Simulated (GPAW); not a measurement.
# Screening of a field by a 8-layer slab of Al(100), part 2 of 2

Aim: the dipole that a field along the normal induces in a 8-layer slab of Al(100).

GPAW 26.7.0; GPAW, PAW setups; slab in vacuum, relaxation (the session's first sound run).

So far. Step 5 (In a field): The dipole is now -0.0788 e Å, against 2.8e-4 in the run without a field.

## (8) Field on

run.py

```python
import json
import numpy as np
from ase import Atoms
from gpaw import GPAW, PW
from gpaw.external import ConstantElectricField

slab = Atoms(
    ['Al', 'Al', 'Al', 'Al', 'Al', 'Al', 'Al', 'Al'],
    positions=[
        [1.43189, 1.43189, 9.00000],
        [0.00000, 0.00000, 11.02500],
        [1.43189, 1.43189, 13.05000],
        [0.00000, 0.00000, 15.07500],
        [1.43189, 1.43189, 17.06306],
        [-0.00000, 0.00000, 19.11583],
        [1.43189, 1.43189, 21.14500],
        [-0.00000, -0.00000, 23.17781]],
    cell=[[2.86378, 0.0, 0.0], [0.0, 2.86378, 0.0], [0.0, 0.0, 32.175]],
    pbc=[True, True, False])

slab.calc = GPAW(mode=PW(400), xc='PBE', kpts={'size': (11, 11, 1), 'gamma': True},
                 occupations={'name': 'fermi-dirac', 'width': 0.1}, nbands='200%',
                 convergence={'density': 1e-05}, maxiter=200,
                 poissonsolver={'dipolelayer': 'xy'},
                 external=ConstantElectricField(0.1, [0, 0, 1]),
                 symmetry={'tolerance': 1e-3}, txt='slab.txt')
result = {}
energy = slab.get_potential_energy()
fermi = slab.calc.get_fermi_level()
v = slab.calc.get_electrostatic_potential().mean((0, 1)) - fermi
n = slab.calc.get_pseudo_density().mean((0, 1))
L = slab.cell[2, 2]
z = np.arange(len(v)) * L / len(v)
low, high = slab.positions[:, 2].min(), slab.positions[:, 2].max()
below, above = np.interp([low - 6.8, high + 6.8], z, v)
slopes = [np.interp(x, z, np.gradient(v, z)) for x in (low - 6.8, high + 6.8)]
eps = np.array([[slab.calc.get_eigenvalues(k, s) for k in range(len(slab.calc.get_ibz_k_points()))]
                for s in range(slab.calc.get_number_of_spins())]) - fermi
top, bottom = eps[eps < 0].max(), eps[eps > 0].min()
dipole = slab.get_dipole_moment()[2]
print(f'energy {energy:.4f} eV, Fermi level {fermi:.4f} eV, dipole {dipole:.5f} e A')
print(f'potential 6.8 A off the faces, from the Fermi level: lower {below:.4f} eV, upper {above:.4f} eV')
print(f'slope of the potential there: lower {slopes[0]:.5f}, upper {slopes[1]:.5f} eV/A')
print(f'nearest levels on the mesh: {top:.4f} and {bottom:.4f} eV')
print('magnetic moment', round(slab.get_magnetic_moment(), 3))
result.update(energy=energy, fermi=fermi, dipole=dipole, below=below, above=above, slopes=slopes, edges=[top, bottom],
              z=z.tolist(), v=v.tolist(), n=n.tolist(), positions=slab.positions.tolist(),
              forces=slab.get_forces(apply_constraint=False).tolist(), moments=slab.get_magnetic_moments().tolist())
json.dump(result, open('result.json', 'w'))
```

Launch:

```console
OMP_NUM_THREADS=1 OPENBLAS_NUM_THREADS=1 python run.py
```

Log:

```text
energy -28.9626 eV, Fermi level 1.5388 eV, dipole 0.07950 e A
potential 6.8 A off the faces, from the Fermi level: lower 5.0909 eV, upper 3.3367 eV
slope of the potential there: lower -0.00005, upper 0.00004 eV/A
nearest levels on the mesh: -0.0083 and 0.0106 eV
magnetic moment 0.0
```

Wall time 80 s (1 thread of AMD EPYC 9R14 (Zen 4), shared host); peak memory 0.4 GiB.

The electrostatic potential energy of an electron (without an applied field's), less the Fermi level, planar mean oscillates, so the rows of the table below give means over windows of 2.04 Å about each position, cut where the curve ends. Its maxima inside the range that stand out by 2 % of the span (Å: eV): 0.8: 5.09, 10.0: -1.44, 12.0: -1.62, 14.0: -1.85, 16.1: -2.24, 18.1: -2.08, 20.2: -2.41, 22.2: -2.61. Its minima: 9.0: -12.6, 11.0: -13.0, 13.1: -13.2, 15.1: -13.4, 17.1: -13.6, 19.1: -13.8, 21.1: -14.0, 23.2: -14.0.

Electrostatic potential energy of an electron (without an applied field's), less the Fermi level, planar mean against z; means over each step:

```csv
z (Å),"electrostatic potential energy of an electron (without an applied field's), less the Fermi level, planar mean (eV)"
1.02,5.01
3.06,5.09
5.10,5.08
7.14,3.97
9.18,-6.15
11.22,-6.60
13.26,-6.84
15.30,-7.11
17.34,-7.20
19.38,-7.42
21.42,-7.61
23.46,-6.81
25.50,2.99
27.54,3.33
29.58,3.34
31.62,3.39
```

The dipole is now 0.0795 e Å, against 2.8e-4 in the run without a field.

## (9) In a field

Changes to run.py since step 8:

```diff
@@ -24,3 +24,3 @@
                  poissonsolver={'dipolelayer': 'xy'},
-                 external=ConstantElectricField(0.1, [0, 0, 1]),
+                 external=ConstantElectricField(0.2, [0, 0, 1]),
                  symmetry={'tolerance': 1e-3}, txt='slab.txt')
```

Log:

```text
energy -28.9745 eV, Fermi level 1.5374 eV, dipole 0.15865 e A
potential 6.8 A off the faces, from the Fermi level: lower 5.9672 eV, upper 2.4667 eV
slope of the potential there: lower -0.00005, upper 0.00004 eV/A
nearest levels on the mesh: -0.0083 and 0.0107 eV
magnetic moment 0.0
```

Wall time 84 s (1 thread); peak memory 0.41 GiB.

The electrostatic potential energy of an electron (without an applied field's), less the Fermi level, planar mean oscillates, so the rows of the table below give means over windows of 2.04 Å about each position, cut where the curve ends. Its maxima inside the range that stand out by 2 % of the span (Å: eV): 1.6: 5.97, 10.0: -0.824, 12.0: -1.21, 14.0: -1.64, 16.1: -2.24, 18.1: -2.28, 20.2: -2.82, 22.2: -3.22. Its minima: 9.0: -11.9, 11.0: -12.5, 13.1: -12.9, 15.1: -13.3, 17.1: -13.7, 19.1: -14.1, 21.1: -14.5, 23.2: -14.7.

Electrostatic potential energy of an electron (without an applied field's), less the Fermi level, planar mean against z; means over each step:

```
z (Å)  electrostatic potential energy of an electron (without an applied field's), less the Fermi level, planar mean (eV)
 1.02                                                                                                                5.81
 3.06                                                                                                                5.97
 5.10                                                                                                                5.96
 7.14                                                                                                                4.82
 9.18                                                                                                               -5.46
11.22                                                                                                               -6.12
13.26                                                                                                               -6.56
15.30                                                                                                               -7.03
17.34                                                                                                               -7.33
19.38                                                                                                               -7.75
21.42                                                                                                               -8.14
23.46                                                                                                               -7.54
25.50                                                                                                                2.13
27.54                                                                                                                2.47
29.58                                                                                                                2.47
31.62                                                                                                                2.58
```

The dipole is now 0.159 e Å, against 2.8e-4 in the run without a field.

## (10) In a field

Changes to run.py since step 9:

```diff
@@ -24,3 +24,3 @@
                  poissonsolver={'dipolelayer': 'xy'},
-                 external=ConstantElectricField(0.2, [0, 0, 1]),
+                 external=ConstantElectricField(0.3, [0, 0, 1]),
                  symmetry={'tolerance': 1e-3}, txt='slab.txt')
```

Log:

```text
energy -28.9943 eV, Fermi level 1.5350 eV, dipole 0.23784 e A
potential 6.8 A off the faces, from the Fermi level: lower 6.8462 eV, upper 1.5986 eV
slope of the potential there: lower -0.00005, upper 0.00004 eV/A
nearest levels on the mesh: -0.0082 and 0.0107 eV
magnetic moment 0.0
```

The job ended after 83 s (1 thread; peak memory 0.4 GiB).

The dipole is now 0.238 e Å, against 2.8e-4 in the run without a field.

## (11) The series

The members are put on one axis.

This step: induced dipole against applied field (GPAW 26.7.0).

Table of dipole along the normal by field:

```
field (V/Å)  dipole along the normal (e·Å)
     -0.200                         -0.158
     -0.100                        -0.0788
     -0.050                        -0.0392
      0.000                         2.8e-4
      0.050                         0.0399
      0.100                         0.0795
      0.200                          0.159
      0.300                          0.238
```

## (12) Outcome

```json
{"work function, upper and lower face": "4.209 and 4.217 eV", "dipole along the normal": "2.8e-4 e Å", "induced dipole per field": "0.792 e Å per V/Å", "out-of-plane polarisability per area, α/(ε0 A)": "17.5 Å"}
```

The field induces 0.792 e Å per V/Å, a polarisable thickness α/(ε0 A) of 17.5 Å beside 14.2 Å between the outermost nuclei. A perfect conductor would give the distance between its two image planes; a dielectric of thickness t gives t(1 - 1/ε). The measured value for this face is 4.32 eV (as compiled in "Properties of real metallic surfaces: Effects of density functional semilocality and van der Waals nonlocality", 2017, arxiv:1702.08515); the relaxed upper face lies 0.11 eV under it with PBE. Measured work functions scatter by a tenth of an eV or more between methods. The induced dipole is linear in the field over this range. The small printed dipole stands for a step of -6.2 meV from the lower to the upper face, and the probes find -7.6 meV; values this small are near the numerical noise of both. The in-plane lattice was kept as typed, which isn't the functional's own and leaves some strain; spin-orbit coupling and temperature are left out.

[Logs are printed without paths, hosts, clocks, repeated set-up lines and the standing remarks that a program may print on its own settings, such as how far it seeks lower states.]

[Hosts, paths, dates, database ids (printed as entryN), source tags and the programs' standing remarks are cut or masked in the printed files.]
